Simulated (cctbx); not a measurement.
**Which space group?**

Cell: a = 4.5360 Å, b = 4.5360 Å, c = 7.6010 Å, α = 90.00°, β = 90.00°, γ = 90.00°. Expected content of the cell: Ir1 Tm1 Sn4 In1.

Simulated single-crystal data (cctbx): synchrotron X-rays, λ = 0.4959 Å, to d = 0.65 Å, 80 % of the full sphere, strongest reflection 70000 counts, noise from counting, a 6 % proportional error and a noise floor of 15 counts (s.d.); no absorption.

A first pass over the reflections prints:

```text
1876 reflections to d = 0.651 A
centring   violations  <I/sigma> of those
    A        887 of   936     13.4
    B        885 of   934     13.3
    C        988 of   988     13.8
    I        895 of   926     14.5
    R       1212 of  1241     13.9
    F       1380 of  1429     13.5
Laue class    unique    Rint  (classes that these axes allow; Friedel mates merged)
P -1             1132   0.034
P 1 2/m 1         652   0.038
P 1 1 2/m         628   0.038
P 2/m 1 1         649   0.039
P m m m           381   0.041
P 4/m             321   0.042
P 4/m m m         216   0.043
space group    extra absences  I>4sigma  <I/sigma>
P 4 2 2                 0          0         -  acentric
P 4 m m                 0          0         -  acentric
P -4 2 m                0          0         -  acentric
P -4 m 2                0          0         -  acentric
P 4/m m m               0          0         -  centric
Wilson B = 0.69 A^2   <|E^2-1|> = 0.828 (0.968 centric, 0.736 acentric)   E^2>4: 2.3 %
shell (A)         n   <I/sigma>
 7.60 - 1.30     37     33.2
 1.30 - 1.03     31     39.2
 1.03 - 0.90     23     38.6
 0.90 - 0.82     28     39.6
 0.82 - 0.76     26     36.2
 0.76 - 0.72     26     37.0
 0.72 - 0.68     23     35.7
 0.68 - 0.65     22     35.3
```

Q: Read the symmetry from these tables.

Every centring test has many violations, so the lattice is primitive.

Rint stays low (0.034 to 0.043) up to P 4/m m m, the highest class in these axes.

5 settings pass the absence test. No glide or screw absences show, which leaves P 4 2 2, P 4 m m, P -4 2 m, P -4 m 2 and P 4/m m m.

⟨|E²−1|⟩ = 0.828 lies between the two ideal values. The Wilson B of 0.69 Å² means U ≈ 0.0087 Å².

The true group is P4/mmm (no. 123), Laue class 4/mmm, centrosymmetric. The tables only narrow the choice to the tied entries; cell content, site symmetry and trial solutions must settle it.

The model was made for the exercise: a known structure type with other elements put in, its volume estimated, not relaxed; displacement parameters are assumed.

[Logs are printed without paths, hosts, clocks, repeated set-up lines and the standing remarks that a program may print on its own settings, such as how far it seeks lower states.]
